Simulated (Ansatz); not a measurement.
# Na chain started as a strip of triangles: period, moment and channels by functional, part 3 of 4

How many channels does the Na chain started as a strip of triangles carry, and how sure is the answer?

Ansatz 0.2.0; DFT PBE, plane waves, PAW; relaxation of a chain's period (the session's first sound run).

So far, conductance of the lead as this run defines it (G₀): step 3 (the wire at its relaxed period, level PBE, k-mesh 1×1×23) 2.00; step 5 (RPBE, another cell) 2.00.

### 6. Relaxing the period

This step: DFT PBEsol, plane waves, PAW; relaxation of a chain's period (Ansatz 0.2.0).

The relaxation is repeated under another functional. PBEsol weakens PBE's gradient terms and usually lands between LDA and PBE.

The input, input.yaml:

```yaml
crystal:
  lattice:
    - [13.5, 0.0, 0.0]
    - [0.0, 12.0, 0.0]
    - [0.0, 0.0, 3.24862]
  atoms:
    - { symbol: Na, position: [0.397202963, 0.5, 0.0], spin: 0.5 }
    - { symbol: Na, position: [0.602797037, 0.5, 0.5], spin: 0.5 }
magnetization:
  spin_polarized: true
kpoints:
  mp_grid: { grid: [1, 1, 25] }
scf:
  occupations: { method: fermi_dirac, width: 0.05 }
hamiltonian:
  xc: pbesol
relax:
  cell: { fix: [a, b, alpha, beta, gamma] }
  max_steps: 60
```

Run with:

```console
> ansatz run input.yaml --threads 8 --pin off --max-ram 16384MiB --backend cpu --events-out ev --progress --plain --runs-dir out
```

Numbers of over 12 decimals in the logs are rounded to 6 here.

Output:

```text
[...]
Crystal: 2 atoms, lattice volume = 526.276 Å³
Basis set: ecut = 420 eV, 10327 PW (Γ), exchange–correlation on 192×162×48 points (8 copies of the dense FFT grid, shifted against one another)
Bands: 14, of which v1, the nominal top of the filled ones, is band 9 counted from 1 (8 counted from 0)
Symmetry: 8 space group operations
[...]
0.000000       0.000000       0.004378
  P = ⅓ Tr σ = 0.0011 GPa (0.011 kbar)
--- Relaxed structure (5 steps of the walk, 5 accepted, 1 SCFs on fresh bases) ---
[...]
cell:  # Å, volume = 568.7078 Å³
    - [13.5, 0.0, 0.0]
    - [0.0, 12.0, 0.0]
    - [0.0, 0.0, 3.510542]
  atoms:
    - { symbol: Na, position: [0.385543, 0.500000, 0.0] }
    - { symbol: Na, position: [0.614457, 0.500000, 0.500000] }
[key lines of the parts left out:]
SCF converged after 13 iterations
Magnetization: -0.0000 μB (9.0000 up, 9.0000 down)
Free energy (F): -2950.712204 eV
Fermi energy:    -2.091928 eV
```

Elapsed: 10 s, on 8 threads of AMD EPYC 9R14 (Zen 4), shared host; peak memory 0.99 GiB.

Relaxation path:

```
step  energy less that of the first step (eV)  largest force component (eV/Å)  pressure (GPa)  volume (Å³)
   1                                   0.0000                          0.2826            0.20       526.28
   2                                  -0.0305                          0.1920            0.15       530.99
   3                                  -0.0746                          0.0040            0.04       548.85
   4                                  -0.0787                          0.0090            0.02       557.87
   5                                  -0.0806                          0.0096            0.00       568.71
  6*                                  -0.0809                          0.0096            0.00       568.71
```

Relaxation steps marked * repeat the geometry before them on a plane-wave basis chosen anew for their cell, so energy and pressure can jump there.

Forces are held to the 8 operations that the run works with; a distortion that breaks them can't arise in this run.

```
cell as run  before  after  change
      c (Å)   3.249  3.511  +8.1 %
```

The atoms that moved most (Å, along periodic axes as changes of fractional coordinates times the final cell, across vacuum about the mean position):

```
atom      dx     dy     dz  length
 Na1  -0.157  0.000  0.000   0.157
 Na2   0.157  0.000  0.000   0.157
```

Final coordinates:

```
Na
1.0
    13.50000    0.00000    0.00000
     0.00000   12.00000    0.00000
     0.00000    0.00000    3.51054
Na
2
Direct
  0.38554 0.50000 0.00000
  0.61446 0.50000 0.50000
```

The cell's length comes to 3.511 Å, -0.4 % against the first run, with no moment.

### 7. The perfect wire, level PBEsol, k-mesh 1×1×23

This step: DFT PBEsol, plane waves, PAW; channels and complex bands of a perfect chain (Ansatz 0.2.0).

The channels are counted again under PBEsol, at the period that it gave.

The input, input.yaml:

```yaml
crystal:
  lattice:
    - [13.5, 0.0, 0.0]
    - [0.0, 12.0, 0.0]
    - [0.0, 0.0, 3.5105420657]
  atoms:
    - { symbol: Na, position: [0.385543476, 0.5, 0.0] }
    - { symbol: Na, position: [0.614456524, 0.5, 0.5] }
kpoints:
  mp_grid: { grid: [1, 1, 23] }
  band_path: { path: ["Γ", Z], npoints: 60 }
scf:
  occupations: { method: fermi_dirac, width: 0.05 }
hamiltonian:
  xc: pbesol
output:
  transmission:
    e_range: [-2, 2]
    de: 0.035
    kmesh: [1, 1]
    reduced_basis: true
    leads: [[0, 0]]
  dos: { projected: true, e_range: [-6, 4] }
```

Output:

```text
[...]
Crystal: 2 atoms, lattice volume = 568.708 Å³
Basis set: ecut = 420 eV, 11107 PW (Γ)
Bands: 13, of which v1, the nominal top of the filled ones, is band 9 counted from 1 (8 counted from 0)
Symmetry: 8 space group operations
[...]
k-points: 12 of 23
[...]
k-point 11: bands = [... 5 lower, -27.4080, -27.3930, -27.3918, -1.0554, -0.5985, 0.6181, 1.0725, 1.5474]
--- Transmission ---
  basis      : 1421 plane waves across, 5 finite elements along
  points     : 1, standing for a mesh of 1 x 1
[...]
crystal 0  : Na2, at the sites [0, 0], period 3.5105 Å: whole cells are its period
[...]
filled         : 13.8 meV over the level at which it is neutral
    channels       : 2.000000e0 a spin
[...]
[key lines of the parts left out:]
SCF converged after 7 iterations
Free energy (F): -2950.712809 eV
Fermi energy:    -2.083236 eV
```

It took 32 s on 8 threads; peak memory 1.5 GiB; 2.8 min of CPU time.

Open channels of the lead, one spin against energy, zero at the Fermi level:

energy (eV), open channels of the lead, one spin and a bar:
```
   -1.790       0.00 
   -1.615       1.00 ########
   -1.405       1.00 ########
   -1.195       1.00 ########
   -0.985       1.00 ########
   -0.810       1.00 ########
   -0.600       1.00 ########
   -0.390       1.00 ########
   -0.215       1.00 ########
   -0.005       2.00 ###############
    0.205       2.00 ###############
    0.415       2.00 ###############
    0.590       2.00 ###############
    0.800       2.00 ###############
    1.010       3.00 ######################
    1.185       3.00 ######################
    1.395       4.00 ##############################
    1.605       4.00 ##############################
    1.815       2.00 ###############
```

At the computed energy nearest the Fermi level there are 2 channels a spin, and the thermal average gives 2.00 G₀.

### 8. Relaxing the period

This step: DFT LDA, plane waves, PAW; relaxation of a chain's period (Ansatz 0.2.0).

The relaxation is repeated under another functional. LDA has no gradient terms and tends to overbind, so it marks the short end of the likely bond lengths.

The input, input.yaml:

```yaml
crystal:
  lattice:
    - [13.5, 0.0, 0.0]
    - [0.0, 12.0, 0.0]
    - [0.0, 0.0, 3.24862]
  atoms:
    - { symbol: Na, position: [0.397202963, 0.5, 0.0], spin: 0.5 }
    - { symbol: Na, position: [0.602797037, 0.5, 0.5], spin: 0.5 }
magnetization:
  spin_polarized: true
kpoints:
  mp_grid: { grid: [1, 1, 25] }
scf:
  occupations: { method: fermi_dirac, width: 0.05 }
hamiltonian:
  xc: lda
relax:
  cell: { fix: [a, b, alpha, beta, gamma] }
  max_steps: 60
```

Output:

```text
[...]
Crystal: 2 atoms, lattice volume = 526.276 Å³
Basis set: ecut = 420 eV, 10327 PW (Γ)
Bands: 14, of which v1, the nominal top of the filled ones, is band 9 counted from 1 (8 counted from 0)
Symmetry: 8 space group operations
[...]
k-points: 13 of 25
[...]
Starting moments: Σ|m| = 1 μB on 2 of 2 sites
[...]
0.000000      -0.003944       0.000000
        0.000000       0.000000      -0.000458
  P = ⅓ Tr σ = -0.0004 GPa (-0.004 kbar)
--- Relaxed structure (6 steps of the walk, 6 accepted, 1 SCFs on fresh bases) ---
[...]
cell:  # Å, volume = 551.1433 Å³
    - [13.5, 0.0, 0.0]
    - [0.0, 12.0, 0.0]
    - [0.0, 0.0, 3.402119]
  atoms:
    - { symbol: Na, position: [0.388347, 0.5, 0.0] }
    - { symbol: Na, position: [0.611653, 0.5, 0.5] }
[key lines of the parts left out:]
SCF converged after 7 iterations
Magnetization: -0.0000 μB (9.0000 up, 9.0000 down)
Free energy (F): -2932.163641 eV
Fermi energy:    -2.213520 eV
```

The job ended after 8.6 s (8 threads; peak memory 0.92 GiB).

Relaxation path:

```
step  energy less that of the first step (eV)  largest force component (eV/Å)  pressure (GPa)  volume (Å³)
   1                                   0.0000                          0.1988            0.13       526.28
   2                                  -0.0143                          0.1395            0.10       529.16
   3                                  -0.0342                          0.0196            0.03       539.35
   4                                  -0.0360                          0.0091            0.01       544.97
   5                                  -0.0363                          0.0119            0.00       547.08
   6                                  -0.0366                          0.0087            0.00       551.14
  7*                                  -0.0367                          0.0087            0.00       551.14
```

Relaxation steps marked * repeat the geometry before them on a plane-wave basis chosen anew for their cell, so energy and pressure can jump there.

Forces are held to the 8 operations that the run works with; a distortion that breaks them can't arise in this run.

```
cell as run  before  after  change
      c (Å)   3.249  3.402  +4.7 %
```

The atoms that moved most (Å, along periodic axes as changes of fractional coordinates times the final cell, across vacuum about the mean position):

```
atom      dx     dy     dz  length
 Na1  -0.120  0.000  0.000   0.120
 Na2   0.120  0.000  0.000   0.120
```

Final coordinates:

```xyz
2
Lattice="13.5000 0.0000 0.0000 0.0000 12.0000 0.0000 0.0000 0.0000 3.4021" Properties=species:S:1:pos:R:3
Na    5.2427    6.0000    0.0000
Na    8.2573    6.0000    1.7011
```

The cell's length comes to 3.402 Å, -3.5 % against the first run, with no moment.

### 9. The perfect wire, level LDA, k-mesh 1×1×24

This step: DFT LDA, plane waves, PAW; channels and complex bands of a perfect chain (Ansatz 0.2.0).

The channels are counted again under LDA, at the period that it gave.

The input, input.yaml:

```yaml
crystal:
  lattice:
    - [13.5, 0.0, 0.0]
    - [0.0, 12.0, 0.0]
    - [0.0, 0.0, 3.4021191534]
  atoms:
    - { symbol: Na, position: [0.388347, 0.5, 0.0] }
    - { symbol: Na, position: [0.611653, 0.5, 0.5] }
kpoints:
  mp_grid: { grid: [1, 1, 24] }
  band_path: { path: ["Γ", Z], npoints: 60 }
scf:
  occupations: { method: fermi_dirac, width: 0.05 }
hamiltonian:
  xc: lda
output:
  transmission:
    e_range: [-2, 2]
    de: 0.035
    kmesh: [1, 1]
    reduced_basis: true
    leads: [[0, 0]]
  dos: { projected: true, e_range: [-6, 4] }
```

Output:

```text
[...]
Crystal: 2 atoms, lattice volume = 551.143 Å³
Basis set: ecut = 420 eV, 10811 PW (Γ)
Bands: 13, of which v1, the nominal top of the filled ones, is band 9 counted from 1 (8 counted from 0)
Symmetry: 8 space group operations
[...]
k-points: 13 of 24
[...]
k-point 12: bands = [... 5 lower, -27.6265, -27.6128, -27.6128, -0.8324, -0.8324, 0.8766, 0.8766, 1.8670]
--- Transmission ---
  basis      : 1421 plane waves across, 5 finite elements along
  points     : 1, standing for a mesh of 1 x 1
[...]
crystal 0  : Na2, at the sites [0, 0], period 3.4021 Å: whole cells are its period
[...]
filled         : 13.0 meV over the level at which it is neutral
    channels       : 2.000000e0 a spin
[...]
[key lines of the parts left out:]
SCF converged after 7 iterations
Free energy (F): -2932.162417 eV
Fermi energy:    -2.202827 eV
```

The job ended after 31 s (8 threads; peak memory 1.4 GiB).

At the computed energy nearest the Fermi level there are 2 channels a spin, and the thermal average gives 2.00 G₀.

### 10. Side by side

Times are for 8 threads of AMD EPYC 9R14 (Zen 4), shared host. The series side by side:

```
no.   level  conductance of the lead as this run defines it (G₀)  time  memory (GiB)
  1     PBE                                                2.000  31 s           1.5
  2    RPBE                                                2.000  33 s           1.6
  3  PBEsol                                                2.000  32 s           1.5
  4     LDA                                                2.000  31 s           1.4
```

The runs together. Open channels of the lead against energy, zero at the Fermi level:

```
energy (eV)  PBE  RPBE  PBEsol  LDA
     -2.000    0     0       0    0
     -1.790    0     0       0    1
     -1.615    1     1       1    1
     -1.405    1     1       1    1
     -1.195    1     1       1    1
     -0.985    1     1       1    1
     -0.810    1     1       1    1
     -0.600    1     1       1    1
     -0.390    1     1       1    1
     -0.215    1     1       1    2
     -0.005    2     2       2    2
      0.205    2     2       2    2
      0.415    2     2       2    2
      0.590    2     2       2    2
      0.800    2     2       2    2
      1.010    3     3       3    3
      1.185    3     3       3    3
      1.395    4     4       4    4
      1.605    4     4       4    4
      1.815    2     2       2    4
```

### 11. Relaxing the period, cutoff 1440 eV

This step: DFT PBE, plane waves, PAW (JTH); relaxation of a chain's period (Ansatz 0.2.0).

The same functional on other atomic datasets tests how far the result hangs on the treatment of the cores. Against the first PBE run of this kind, the cutoff is 1440 eV against 420.

The input, input.yaml:

```yaml
crystal:
  lattice:
    - [13.5, 0.0, 0.0]
    - [0.0, 12.0, 0.0]
    - [0.0, 0.0, 3.24862]
  atoms:
    - { symbol: Na, position: [0.397202963, 0.5, 0.0], spin: 0.5 }
    - { symbol: Na, position: [0.602797037, 0.5, 0.5], spin: 0.5 }
magnetization:
  spin_polarized: true
kpoints:
  mp_grid: { grid: [1, 1, 25] }
scf:
  occupations: { method: fermi_dirac, width: 0.05 }
hamiltonian:
  xc: pbe
  pseudopotentials: { kind: paw, source: jth }
relax:
  cell: { fix: [a, b, alpha, beta, gamma] }
  max_steps: 60
```

Output:

```text
[...]
0.000000      -0.004526       0.000000
        0.000000       0.000000       0.007551
  P = ⅓ Tr σ = 0.0073 GPa (0.073 kbar)
--- Relaxed structure (6 steps of the walk, 6 accepted, 1 SCFs on fresh bases) ---
[...]
cell:  # Å, volume = 571.4031 Å³
    - [13.5, 0.0, 0.0]
    - [0.0, 12.0, 0.0]
    - [0.0, 0.0, 3.527180]
  atoms:
    - { symbol: Na, position: [0.386205, 0.5, 0.0] }
    - { symbol: Na, position: [0.613795, 0.5, 0.5] }
[key lines of the parts left out:]
SCF converged after 10 iterations
Magnetization: -0.0000 μB (9.0000 up, 9.0000 down)
Free energy (F): -2971.934673 eV
Fermi energy:    -2.093100 eV
```

It took 64 s on 8 threads; peak memory 4.2 GiB.

The cell's length comes to 3.527 Å, +0.1 % against the first run, with no moment.

### 12. Relaxation of atoms and period

This step: DFT PBE, plane waves, PAW; relaxation of a chain's period (Ansatz 0.2.0).

No moment formed, so a run without spin should agree; this checks it and saves time.

input.yaml, the sections that differ from step 11:

```yaml
crystal:
  lattice:
    - [13.5, 0.0, 0.0]
    - [0.0, 12.0, 0.0]
    - [0.0, 0.0, 3.24862]
  atoms:
    - { symbol: Na, position: [0.397202963, 0.5, 0.0] }
    - { symbol: Na, position: [0.602797037, 0.5, 0.5] }
hamiltonian:
  xc: pbe
# kpoints, scf, relax: as in step 11
# magnetization: removed
```

Output:

```text
[...]
Crystal: 2 atoms, lattice volume = 526.276 Å³
Basis set: ecut = 420 eV, 10327 PW (Γ), exchange–correlation on 192×162×48 points (8 copies of the dense FFT grid, shifted against one another)
Bands: 13, of which v1, the nominal top of the filled ones, is band 9 counted from 1 (8 counted from 0)
Symmetry: 8 space group operations
[...]
k-points: 13 of 25
[...]
0.018300       0.000000       0.000000
        0.000000      -0.004478       0.000000
        0.000000       0.000000       0.007612
  P = ⅓ Tr σ = 0.0071 GPa (0.071 kbar)
--- Relaxed structure (6 steps of the walk, 6 accepted, 1 SCFs on fresh bases) ---
[...]
cell:  # Å, volume = 571.0084 Å³
    - [13.5, 0.0, 0.0]
    - [0.0, 12.0, 0.0]
    - [0.0, 0.0, 3.524743]
  atoms:
    - { symbol: Na, position: [0.386231, 0.5, 0.0] }
    - { symbol: Na, position: [0.613769, 0.5, 0.5] }
[key lines of the parts left out:]
SCF converged after 9 iterations
Free energy (F): -2971.901821 eV
Fermi energy:    -2.095784 eV
```

Wall time 5.2 s (8 threads); peak memory 0.9 GiB.

The cell's length comes to 3.525 Å, -0.0 % against the first run, with spin left out.

### 13. The series together

Times are for 8 threads of AMD EPYC 9R14 (Zen 4), shared host. Results by setting:

```
no.           level  cell length along the wire (Å)   time  memory (GiB)
  1             PBE                           3.525   19 s          1.00
  2            RPBE                           3.606   15 s           1.0
  3          PBEsol                           3.511   10 s          0.99
  4             LDA                           3.402  8.6 s          0.92
  5  PBE, JTH files                           3.527   64 s           4.2
  6    PBE, no spin                           3.525  5.2 s          0.90
```

(Continued in part 4 of 4.)

[Logs are printed without paths, hosts, clocks, repeated set-up lines and the standing remarks that a program may print on its own settings, such as how far it seeks lower states.]

[Hosts, paths, dates, database ids (printed as entryN), source tags and the programs' standing remarks are cut or masked in the printed files.]
